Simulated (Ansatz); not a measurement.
# G0W0 on several functionals: SiC (P6_3mc)

One-shot GW is not self-consistent; how far does the start matter for SiC (P6_3mc)?

Program: Ansatz 0.2.0. Level of theory: G0W0 on several functionals, plane waves, PAW. Results are calculated unless marked as measured.

In doubt: masses and optical values from hybrid runs of this build are listed as unsure (steps 3, 4), which bears on the screening that GW takes from such a start.

**1. The structure**

Symmetry: P6_3mc, No. 186, hexagonal system. Conventional cell: a = 3.076 Å, b = 3.076 Å, c = 10.071 Å, α = 90.00°, β = 90.00°, γ = 120.00°. Nearest to Si lie 4 C at 1.88 to 1.89 Å. Nearest to C lie 4 Si at 1.88 to 1.89 Å. Nearest to C lie 4 Si at 1.88 to 1.89 Å. Farther neighbours are not listed.

The cell and positions are those that the Materials Project relaxed with its own functionals (PBE, PBE+U or r2SCAN), kept fixed.

**2. G0W0 on PBE**

G0W0 replaces the xc potential by the self-energy, built once from these orbitals. Only a window of levels is corrected, while the sums run over the empty bands that the input names. This step takes hard PAW files.

This step: G0W0 on PBE, plane waves, PAW.

Contents of input.yaml:

```yaml
crystal:
  lattice:
    - [3.0756941497, 0.0, 0.0]
    - [-1.5378470748, 2.6636292679, 0.0]
    - [0.0, 0.0, 10.07064648]
  atoms:
    - { symbol: Si, position: [0.66666667, 0.33333333, 0.93784198] }
    - { symbol: Si, position: [0.33333333, 0.66666667, 0.43784198] }
    - { symbol: Si, position: [0.0, 0.0, 0.68789438] }
    - { symbol: Si, position: [0.0, 0.0, 0.18789438] }
    - { symbol: C, position: [0.66666667, 0.33333333, 0.74980259] }
    - { symbol: C, position: [0.33333333, 0.66666667, 0.24980259] }
    - { symbol: C, position: [0.0, 0.0, 0.50046005] }
    - { symbol: C, position: [0.0, 0.0, 0.00046005] }
kpoints:
  mp_grid: { grid: [9, 9, 2] }
hamiltonian:
  xc: pbe
  pseudopotentials: { kind: paw, source: ansatz }
scf:
  occupations: { method: fixed }
gw:
  n_empty_bands: 490
  ecut_chi: 190.0
  qp_bands: [v2, c2]
  qp_kpoints: band_edges
  screening: { model: contour_deformation }
```

Command:

```
$ ansatz run input.yaml --threads 3 --pin off --max-ram 92160MiB --backend cuda --events-out ev --progress --plain --runs-dir out --devices 1 --max-vram 13GiB  # rebuilt from the run's record
```

Numbers of over 12 decimals in the logs are rounded to 6 here.

The log of the run:

```text
GPUs: using 1 of 1 available (devices: 1).
Engine: ansatz 0.2.0, x86_64-unknown-linux-gnu
Pseudopotentials: kind: paw
Pseudopotential: Si, paw, valence charge 4, recommended cutoff 460 eV (normal), Si.paw.azcp
Pseudopotential: C, paw, valence charge 4, recommended cutoff 820 eV (normal), C.paw.azcp
Functional definition: PBE
  parameter kappa = 0.804
  parameter beta = 0.066725
  exchange = pbe_x(kappa = kappa, mu = beta*pi^2/3)
  correlation = pbe_c(beta = beta)
device memory: the entry about to start is reckoned to put 1.6 GiB on a device that reports 23.6 GiB free (of which the cap on the GPU budget leaves the run 13.0 GiB)
GPU FFT provider: cuFFT
GPU libraries: cuBLAS 13.8.2, cuFFT 12.4.0, cuSOLVER 12.3.4
Crystal: 8 atoms, lattice volume = 82.504 Å³
Basis set: ecut = 820 eV, 4373 PW (Γ)
Bands: 24, of which v1, the nominal top of the filled ones, is band 16 counted from 1 (15 counted from 0)
Symmetry: 12 space group operations
Space group: P63mc (ITA 186), of the structure as read, at distance tolerance 4.4e-5 Å
k-points: 24 of 162
Non-local potential: Si, projectors of the file, l = 0: 2, l = 1: 3, l = 2: 1
Non-local potential: C, projectors of the file, l = 0: 2, l = 1: 2
PAW form: soft (Blöchl's): semilocal exchange-correlation on the pseudo side does not see the compensation charge
PAW one-centre angular grid: Si, 110 points (default); XC on 64 Gauss nodes
PAW one-centre angular grid: C, 110 points (default); XC on 64 Gauss nodes
Initial density: superposition of atomic densities (chi_scale 0.1, normalization cell, long waves kept (reshape's long-wave potential 0.00 eV rms))
Initial wavefunctions: pseudopotential atomic-orbital guess
GPU buffer pool allocated for 86400 grid points (all kernels)
GPU transforms: local potential and band sums: pruned to the plane-wave sphere, on 30×30×96
Functional: x = pbe(κ = 0.804, μ = 0.219515), c = pbe(β = 0.066725)
SCF iter   1: F=—  HF=-3554.425898 eV  |F-HF|=—  |Δ(HF+E_count)|=         —  Δρ=1.41e-1  dr2=1.97e1  ethr=3.10e-3  ⟨swp⟩=5.4  Hψ=2861  notcnv=0  defer=128
preconditioner: auto → none  [insulator: Δε(μ)=4.128 eV  Ē_g=12.842 eV  n_scr=6 (ndim 8)  ℏωp=23.1 eV  f_vac=0.000  ε∞_Penn≈4.2]
SCF iter   2: F=—  HF=-3548.599779 eV  |F-HF|=—  |Δ(HF+E_count)|=    5.83e0  Δρ=4.92e-2  dr2=1.25e0  ethr=3.10e-3  ⟨swp⟩=5.1  Hψ=1690  notcnv=0  defer=140
SCF iter   3: F=—  HF=-3548.291105 eV  |F-HF|=—  |Δ(HF+E_count)|=   3.09e-1  Δρ=1.97e-2  dr2=1.63e-1  ethr=3.10e-3  ⟨swp⟩=2.7  Hψ=1111  notcnv=0  defer=141
SCF iter   4: F=—  HF=-3548.284032 eV  |F-HF|=—  |Δ(HF+E_count)|=   7.07e-3  Δρ=1.43e-3  dr2=1.45e-3  ethr=5.10e-4  ⟨swp⟩=2.0  Hψ=529  notcnv=0  defer=143
SCF iter   5: F=—  HF=-3548.284278 eV  |F-HF|=—  |Δ(HF+E_count)|=   2.46e-4  Δρ=3.38e-4  dr2=1.29e-4  ethr=4.53e-6  ⟨swp⟩=2.0  Hψ=865  notcnv=0  defer=144
SCF iter   6: F=—  HF=-3548.284256 eV  |F-HF|=—  |Δ(HF+E_count)|=   2.22e-5  Δρ=1.78e-4  dr2=1.20e-5  ethr=4.04e-7  ⟨swp⟩=2.0  Hψ=757  notcnv=0  defer=140
SCF iter   7: F=—  HF=-3548.284260 eV  |F-HF|=—  |Δ(HF+E_count)|=   4.78e-6  Δρ=3.57e-5  dr2=8.44e-7  ethr=3.74e-8  ⟨swp⟩=2.1  Hψ=917  notcnv=0  defer=130
SCF iter   8: F=—  HF=-3548.284261 eV  |F-HF|=—  |Δ(HF+E_count)|=   8.53e-8  Δρ=1.39e-5  dr2=1.81e-7  ethr=3.13e-10  ⟨swp⟩=13.4  Hψ=3548  notcnv=0
SCF iter   9: F=-3548.284260 eV  HF=-3548.284260 eV  |F-HF|=4.18e-10  |Δ(HF+E_count)|=   4.02e-8  Δρ=3.98e-6  dr2=6.91e-9  ethr=3.13e-10  ⟨swp⟩=3.0  Hψ=1219  notcnv=0
SCF 1 converged in 9 iterations: F = -3548.284260 eV  dr2 = 6.91e-9
  greatest PAW one-centre occupation: 0.487 electrons in one spin orbital (limit 2), on the Si atom at site 3 (counted from 0), in its partial waves of l = 0
device memory: the entry about to start is reckoned to put 1.6 GiB (of the 1.8 GiB reckoned in all, the device holds 0.2 GiB already) on a device that reports 23.2 GiB free (of which the cap on the GPU budget leaves the run 12.8 GiB)
NSCF: frozen V_eff on 24 k-points, pencils in batches of 32, up to order 96
the band table was solved once the SCF had ended and its energy, with any forces and stress, was formed, with the checks that follow a solve (3060 applications of the Hamiltonian). They found nothing against the state; the energy, forces and stress were not computed again (output.eigenvalues in the input reference)
device memory: the entry about to start is reckoned to put 7.8 GiB on a device that reports 25.4 GiB free (of which the cap on the GPU budget leaves the run 13.0 GiB)
NSCF: frozen V_eff on 24 k-points
G₀W₀ screening: q 1/24
[... further progress lines ...]
device memory: the entry about to start is reckoned to put 0.6 GiB on a device that reports 5.9 GiB free
NSCF: frozen V_eff on 1 k-points
device memory: the entry about to start is reckoned to put 0.6 GiB on a device that reports 5.9 GiB free
NSCF: frozen V_eff on 1 k-points
SCF converged after 9 iterations
Free energy (F): -3548.284260 eV
Harris-Foulkes:  -3548.284260 eV  (|F-HF|=4.18e-10)
Internal energy: -3548.284260 eV  (E = F + TS)
E sigma→0 (E₀):  -3548.284260 eV
Fermi energy:    9.614807 eV
--- Per-component energies (eV) ---
  E_band       = 116.511705
  E_kinetic    = 600.069509
  E_local      = -442.958128  (includes V_loc(G=0)·N_el)
  E_nonlocal   = 174.528646
  E_hartree    = 127.639285
  E_xc         = -452.475230
  E_vxc        = -439.448505  (∫ρ·V_xc dr)
  E_paw        = -2415.567012  (= ΣΔE_a)
  E_vpaw       = -30.958989  (= ΣTr[D̂ρ^β])
  E_aug_tail   = -0.000021  (compensation charges beyond the density's cutoff)
  E_ewald      = -1139.521310
  E_smearing   = -0.000000  (= −TS)
  E_closure    = 0.000000  (closes the sum)
  Σ components = -3548.284260   (vs F -3548.284260, Δ=0.00e0)
--- Band table (eV; the first three rows and the last of 24) ---
  k-point 0: bands = [... 12 lower, 9.0295, 9.5618, 9.6148, 9.6148, 14.7223, 15.2996, 15.9166, 15.9450, ... 4 higher]
  k-point 1: bands = [... 12 lower, 9.4078, 9.4078, 9.4078, 9.4078, 14.9302, 14.9302, 16.3883, 16.3883, ... 4 higher]
  k-point 2: bands = [... 12 lower, 8.7365, 8.8460, 9.4170, 9.5154, 14.9965, 15.6326, 15.6784, 16.2607, ... 4 higher]
  k-point 23: bands = [... 12 lower, 6.8564, 6.8564, 7.1584, 7.1584, 12.8569, 12.8569, 16.3039, 16.3039, ... 4 higher]
--- G₀W₀: contour deformation, 7 samples at zero and on the imaginary axis and 1 off it, 162 q-points, 490 empty bands' worth ---
  eigenvalues of the whole cell's RPA ε∞ on this k-mesh (on a slab, of 1 + 4πα/V) = 6.6453, 6.6453, 6.9257; static W/v taken at q = 0 is 0.147890
  bands read: the sum over 506 bands ends inside a degenerate multiplet in 2 slots, whose members it reads at an even weight; the widest, k=0: bands 506 to 507 (counted from 1) at 1/2 each
  gw.qp_kpoints: band_edges: 14 of 24 stored k-points solved, in 1 pass; an edge of the gap read off the rows below is read off those points alone
    valence top: of the k-points left out ik 11 came nearest to being solved in a further pass, in band 15 (counted from 1, as in the quasiparticle table): it holds the edge there only if its correction is more favourable than any solved in that band by at least 0.784 eV; those differ by 0.197 eV
    conduction bottom: of the k-points left out ik 14 came nearest to being solved in a further pass, in band 17 (counted from 1, as in the quasiparticle table): it holds the edge there only if its correction is more favourable than any solved in that band by at least 0.817 eV; those differ by 0.202 eV
    ik  band        ε_KS         Σx   Σc(E_QP)       V_xc       Z   E_QP_lin       E_QP  E_QP is
     0    15      9.6148   -18.2465     1.8281   -15.7459  0.7887     8.9392     8.9423  root
     0    16      9.6148   -18.2465     1.8281   -15.7459  0.7887     8.9392     8.9423  root
     0    17     14.7223    -9.1169    -4.8905   -14.4536  0.8024    15.1700    15.1684  root
     0    18     15.2996    -8.9527    -5.0206   -14.4260  0.7995    15.7540    15.7523  root
     1    15      9.4078   -18.2939     1.8898   -15.7106  0.7880     8.7108     8.7143  root
     1    16      9.4078   -18.2939     1.8898   -15.7106  0.7880     8.7108     8.7143  root
     1    17     14.9302    -9.0633    -4.9335   -14.4467  0.8015    15.3817    15.3801  root
     1    18     14.9302    -9.0633    -4.9335   -14.4467  0.8015    15.3817    15.3801  root
     2    15      9.4170   -18.2372     1.8528   -15.6962  0.7880     8.7255     8.7289  root
     2    16      9.5154   -18.3503     1.8647   -15.8002  0.7882     8.8268     8.8301  root
     2    17     14.9965    -8.0791    -4.9220   -13.4339  0.8029    15.4309    15.4293  root
     2    18     15.6326    -8.3463    -5.0500   -13.8591  0.7999    16.0974    16.0954  root
     3    15      9.2503   -18.3484     1.9373   -15.7009  0.7874     8.5365     8.5401  root
     3    16      9.2503   -18.3484     1.9373   -15.7009  0.7874     8.5365     8.5401  root
     3    17     15.1577    -8.0701    -4.9608   -13.4680  0.8020    15.5964    15.5948  root
     3    18     15.1577    -8.0701    -4.9608   -13.4680  0.8020    15.5964    15.5948  root
     4    15      8.9492   -18.2097     1.9512   -15.5329  0.7867     8.2197     8.2237  root
     4    16      9.1709   -18.4537     1.9715   -15.7618  0.7869     8.4466     8.4504  root
     4    17     13.7192    -7.3834    -4.6098   -12.3362  0.8112    14.0631    14.0623  root
     4    18     14.3088    -7.1727    -4.7737   -12.3154  0.8063    14.6790    14.6779  root
     5    15      8.8183   -18.3940     2.0625   -15.5819  0.7858     8.0644     8.0688  root
     5    16      8.8183   -18.3940     2.0625   -15.5819  0.7858     8.0644     8.0688  root
     5    17     13.8805    -7.3595    -4.6594   -12.3647  0.8102    14.2272    14.2263  root
     5    18     13.8805    -7.3595    -4.6594   -12.3647  0.8102    14.2272    14.2263  root
[...]
22    15      6.7391   -17.8790     2.5439   -14.4656  0.7746     5.8607     5.8695  root
    22    16      7.9394   -18.6760     2.3363   -15.5205  0.7809     7.1141     7.1202  root
    22    17     13.5909    -6.9907    -4.4904   -11.8057  0.8091    13.9164    13.9156  root
    22    18     13.5909    -6.9907    -4.4904   -11.8057  0.8091    13.9164    13.9156  root
    23    15      7.1584   -18.3152     2.5313   -14.9189  0.7763     6.2853     6.2934  root
    23    16      7.1584   -18.3152     2.5313   -14.9189  0.7763     6.2853     6.2934  root
    23    17     12.8569    -6.7543    -4.3790   -11.4219  0.8157    13.1460    13.1455  root
    23    18     12.8569    -6.7543    -4.3790   -11.4219  0.8157    13.1460    13.1455  root
```

Wall time 64 s (1 × NVIDIA H100 80GB HBM3 (shared by 6 runs) with 3 threads of AMD EPYC 7R13 (Zen 3), shared host); peak memory 2.9 GiB.

This step gave:

```yaml
bands_summed: 506
rpa_eps_infinity_on_this_mesh_eigenvalues: 6.645, 6.645, 6.926
plane_waves_in_the_screening_matrix: 497
q_points_in_the_mesh: 162
g0w0_gap_on_the_mesh: 3.260 eV
k_of_the_valence_top: 0, 0, 0
k_of_the_conduction_bottom: 0, 0.4444, 0
starting_gap_on_the_mesh: 2.340 eV
z_at_the_valence_top: 0.7887
z_at_the_conduction_bottom: 0.8148
least_direct_g0w0_gap_on_the_computed_points: 4.459 eV
```

The gap on the mesh goes from 2.34 eV to 3.26 eV, a correction of +0.92 eV. Between the two edge states, bare exchange in place of the xc potential would open the gap by 6.92 eV, and correlation takes back 6.00 eV.

**3. G0W0 on HSE06**

One-shot GW remembers its start. Another functional's orbitals and levels show by how much.

This step: G0W0 on HSE06, plane waves, PAW.

input.yaml: that of step 2 with these lines changed.

```diff
@@ -17,3 +17,3 @@
 hamiltonian:
-  xc: pbe
+  xc: hse06
   pseudopotentials: { kind: paw, source: ansatz }
```

The log of the run:

```text
GPUs: using 1 of 1 available (devices: 1).
[...]
davidson cushion auto → on  (no smearing: the cushion is to keep the highest requested band from converging to the state above it; pin scf.eigensolver.cushion to override)
[...]
GPU FFT provider: cuFFT
GPU libraries: cuBLAS 13.8.2, cuFFT 12.4.0, cuSOLVER 12.3.4
Crystal: 8 atoms, lattice volume = 82.504 Å³
Basis set: ecut = 820 eV, 4373 PW (Γ)
Bands: 24, of which v1, the nominal top of the filled ones, is band 16 counted from 1 (15 counted from 0)
Symmetry: 12 space group operations
[...]
k-points: 24 of 162
[...]
GPU buffer pool allocated for 86400 grid points (all kernels)
[...]
SCF iter   1: F=—  HF=-3554.401748 eV  |F-HF|=—  |Δ(HF+E_count)|=         —  Δρ=1.41e-1  dr2=1.98e1  ethr=1.00e-1  ⟨swp⟩=4.8  Hψ=2274  notcnv=0
[...]
SCF iter   6: F=-3548.289006 eV  HF=-3548.289090 eV  |F-HF|=8.44e-5  |Δ(HF+E_count)|=   1.83e-4  Δρ=2.89e-4  dr2=1.04e-4  ethr=2.47e-6  ⟨swp⟩=4.2  Hψ=1755  notcnv=0  defer=1
SCF 1 stopped early in 6 iterations: F = -3548.289006 eV  dr2 = 1.04e-4
[...]
GPU FFT provider: cuFFT
GPU libraries: cuBLAS 13.8.2, cuFFT 12.4.0, cuSOLVER 12.3.4
[...]
GPU buffer pool allocated for 86400 grid points (all kernels)
[...]
Frozen-core exchange: fock
[...]
Internal energy: -3550.800120 eV  (E = F + TS)
E sigma→0 (E₀):  -3550.800120 eV
Fermi energy:    9.021861 eV
[...]
--- Band table (eV; the first three rows and the last of 24) ---
  k-point 0: bands = [... 12 lower, 8.3780, 8.9687, 9.0219, 9.0219, 15.3085, 15.9158, 16.5885, 16.6075, ... 1 higher]
  k-point 1: bands = [... 12 lower, 8.7943, 8.7943, 8.7943, 8.7943, 15.5266, 15.5266, 17.0670, 17.0670, ... 1 higher]
  k-point 2: bands = [... 12 lower, 8.0571, 8.1876, 8.8118, 8.9108, 15.5651, 16.2474, 16.2945, 16.9269, ... 1 higher]
  k-point 23: bands = [... 12 lower, 6.0167, 6.0167, 6.3362, 6.3362, 13.2333, 13.2333, 16.9579, 16.9579, ... 1 higher]
  guard bands above this table: 3 of the run's 24 bands. The solve was not asked for them (output.publish_guard_bands: true or output.eigenvalues: true publishes all)
[...]
0    15      9.0219   -18.3105     1.7120   -16.3025  0.8114     8.7254     8.7259  root
     0    16      9.0219   -18.3105     1.7120   -16.3025  0.8114     8.7254     8.7259  root
     0    17     15.3085    -8.9161    -4.6785   -13.7140  0.8235    15.4280    15.4279  root
     0    18     15.9158    -8.7456    -4.7864   -13.6420  0.8212    16.0259    16.0258  root
     1    15      8.7943   -18.3547     1.7652   -16.2874  0.8108     8.4917     8.4922  root
     1    16      8.7943   -18.3547     1.7652   -16.2874  0.8108     8.4917     8.4922  root
     1    17     15.5266    -8.8626    -4.7138   -13.6938  0.8228    15.6442    15.6441  root
     1    18     15.5266    -8.8626    -4.7138   -13.6938  0.8228    15.6442    15.6441  root
[...]
23    15      6.3362   -18.3678     2.3136   -15.7199  0.8007     6.0010     6.0019  root
    23    16      6.3362   -18.3678     2.3136   -15.7199  0.8007     6.0010     6.0019  root
    23    17     13.2333    -6.5601    -4.2368   -10.8982  0.8352    13.3347    13.3346  root
    23    18     13.2333    -6.5601    -4.2368   -10.8982  0.8352    13.3347    13.3346  root
[key lines of the parts left out:]
Free energy (F): -3550.800120 eV
```

The job ended after 2.9 min (1 × NVIDIA H100 80GB HBM3 (shared by 6 runs) with 3 threads; peak memory 3.5 GiB; 4.4 min of CPU time).

Numbers from this step:

```yaml
bands_summed: 506
rpa_eps_infinity_on_this_mesh_eigenvalues: 5.521, 5.521, 5.713
plane_waves_in_the_screening_matrix: 497
q_points_in_the_mesh: 162
g0w0_gap_on_the_mesh: 3.653 eV
k_of_the_valence_top: 0, 0, 0
k_of_the_conduction_bottom: 0, 0.4444, 0
starting_gap_on_the_mesh: 3.262 eV
z_at_the_valence_top: 0.8114
z_at_the_conduction_bottom: 0.8346
least_direct_g0w0_gap_on_the_computed_points: 4.887 eV
```

Against the run with 9×9×2 mesh, 490 empty bands, screening to 190 eV, hard PAW files on PBE, the gap moves by +0.39 eV, while the start moved by +0.92 eV.

**4. G0W0 on PBE0**

This step: G0W0 on PBE0, plane waves, PAW.

input.yaml: that of step 3 with these lines changed.

```diff
@@ -17,3 +17,3 @@
 hamiltonian:
-  xc: hse06
+  xc: pbe0
   pseudopotentials: { kind: paw, source: ansatz }
```

The log of the run:

```text
GPUs: using 1 of 1 available (devices: 1).
[...]
GPU FFT provider: cuFFT
GPU libraries: cuBLAS 13.8.2, cuFFT 12.4.0, cuSOLVER 12.3.4
Crystal: 8 atoms, lattice volume = 82.504 Å³
Basis set: ecut = 820 eV, 4373 PW (Γ)
Bands: 24, of which v1, the nominal top of the filled ones, is band 16 counted from 1 (15 counted from 0)
Symmetry: 12 space group operations
[...]
k-points: 24 of 162
[...]
1    17     15.8903    -8.8568    -4.6155   -13.3329  0.8313    15.7509    15.7508  root
     1    18     15.8903    -8.8568    -4.6155   -13.3329  0.8313    15.7509    15.7508  root
[...]
23    15      5.9482   -18.3767     2.2118   -16.1118  0.8110     5.8951     5.8951  root
    23    16      5.9482   -18.3767     2.2118   -16.1118  0.8110     5.8951     5.8951  root
    23    17     13.5880    -6.5492    -4.1531   -10.5396  0.8432    13.4254    13.4253  root
    23    18     13.5880    -6.5492    -4.1531   -10.5396  0.8432    13.4254    13.4253  root
[key lines of the parts left out:]
Free energy (F): -3551.709242 eV
Fermi energy:    8.648511 eV
```

It took 2.7 min on 1 × NVIDIA H100 80GB HBM3 (shared by 6 runs) with 3 threads; peak memory 3.4 GiB.

Numbers from this step:

| Quantity | Value |
| --- | --- |
| bands summed | 506 |
| RPA ε∞ on this mesh (eigenvalues) | 5.148, 5.148, 5.307 |
| plane waves in the screening matrix | 497 |
| G0W0 gap on the mesh | 3.821 eV |
| k of the valence top | 0, 0, 0 |
| k of the conduction bottom | 0, 0.4444, 0 |
| starting gap on the mesh | 3.986 eV |
| least direct G0W0 gap on the computed points | 5.066 eV |

Against the run with 9×9×2 mesh, 490 empty bands, screening to 190 eV, hard PAW files on HSE06, the gap moves by +0.17 eV, while the start moved by +0.72 eV.

**5. Side by side**

All on the 9×9×2 mesh with 490 empty bands and screening to 190 eV. Times are wall times on 1 × NVIDIA H100 80GB HBM3 (shared by 6 runs) with 3 threads of AMD EPYC 7R13 (Zen 3), shared host, good to a factor of about two.

| start | starting gap (eV) | shift (eV) | G0W0 gap (eV) | RPA ε∞ (harmonic mean) | Z (valence, conduction) | time |
| --- | --- | --- | --- | --- | --- | --- |
| PBE | 2.34 | +0.92 | 3.26 | 6.74 | 0.79, 0.81 | 64 s |
| HSE06 | 3.26 | +0.39 | 3.65 | 5.58 | 0.81, 0.83 | 2.9 min |
| PBE0 | 3.99 | −0.17 | 3.82 | 5.20 | 0.82, 0.84 | 2.7 min |

The parts of the quasiparticle energy at the two band edges (eV; QP = start + Σx + Σc − Vxc):

```csv
run,edge,start,Σx,Σc,Vxc,Z,QP
PBE,valence top,9.61,-18.25,1.83,-15.75,0.79,8.94
PBE,conduction bottom,11.95,-7.41,-4.17,-11.82,0.81,12.20
HSE06,valence top,9.02,-18.31,1.71,-16.30,0.81,8.73
HSE06,conduction bottom,12.28,-7.16,-4.07,-11.32,0.83,12.38
PBE0,valence top,8.65,-18.32,1.64,-16.68,0.82,8.64
PBE0,conduction bottom,12.63,-7.15,-3.99,-10.97,0.84,12.46
```

For a hybrid start, Vxc holds its share of exact exchange.

**6. Summary of results**

```json
{"G0W0@PBE": "3.26 eV (start 2.34 eV)", "G0W0@HSE06": "3.65 eV (start 3.26 eV)", "G0W0@PBE0": "3.82 eV (start 3.99 eV)", "known limits": "not at the basis limit"}
```

In words: The starting gaps span 1.65 eV and the G0W0 gaps 0.56 eV. Between PBE and PBE0, 0.56 eV of the 1.65 eV survives, 34 %. PBE0 screens less than PBE (ε∞ 5.20 against 6.74). Of the 0.56 eV by which its G0W0 gap is higher, the correlation part gives +0.37 eV, and exchange with the one-particle terms, which follow the orbitals, +0.19 eV. On PBE0 the correction is negative: that start lies above its own G0W0 value. The smallest correction, −0.17 eV, is on PBE0, the start nearest to reproducing itself. Bands and cutoff are finite, so the gap is not at the basis limit. The miss can reach some tenths of an eV and take either sign; the mesh is an error of its own.

[Paths, hosts, dates, memory and timing lines, banners, echoed tables and standing remarks are left out of the program output.]

[Logs are printed without paths, hosts, clocks, repeated set-up lines and the standing remarks that a program may print on its own settings, such as how far it seeks lower states.]

[Runs of the session that timed out or met a known fault of the program may be left out.]

[Cells called generated may have been cut or substituted from an entry of the Crystallography Open Database or the Materials Project.]

[Hosts, paths, dates, database ids (printed as entryN), source tags and the programs' standing remarks are cut or masked in the printed files.]
